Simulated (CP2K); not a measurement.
Two runs for the O K edge of succinimide. Run A: CP2K XAS_TDP, all-electron GAPW, PBEh(45%), aug-cc-pVDZ, TDA, no relativity. Run B has a fault in its input.

First lines with a strength over 0.0015. A:

| atom | energy (eV) | states | strength, one atom |
| --- | --- | --- | --- |
| O1 (bonded to C), 2 alike | 527.29 | 1 | 0.0388 |
|  | 531.98 | 1 | 0.0022 |
|  | 533.48 | 1 | 0.0018 |
|  | 534.08 | 1 | 0.0057 |
|  | 534.47 | 1 | 0.0018 |

B:

| atom | energy (eV) | states | strength, one atom |
| --- | --- | --- | --- |
| O1 (bonded to C), 2 alike | 540.43 | 1 | 0.0387 |
|  | 545.80 | 1 | 0.0022 |
|  | 547.32 | 2 | 0.0022 |
|  | 547.88 | 1 | 0.0070 |
|  | 548.32 | 1 | 0.0022 |

Q: What went wrong in run B?

The plane-wave cutoff is far too low (cutoff (Ry) to 60). Against PBEh(45%) in aug-cc-pVDZ, the leading line moves by +13.14 eV, to 540.43 eV. The next line of O1 over the strength cut lies 5.37 eV higher, against 4.69. Another fault could leave a like mark.

[Hosts, paths, dates, database ids (printed as entryN), source tags and the programs' standing remarks are cut or masked in the printed files.]
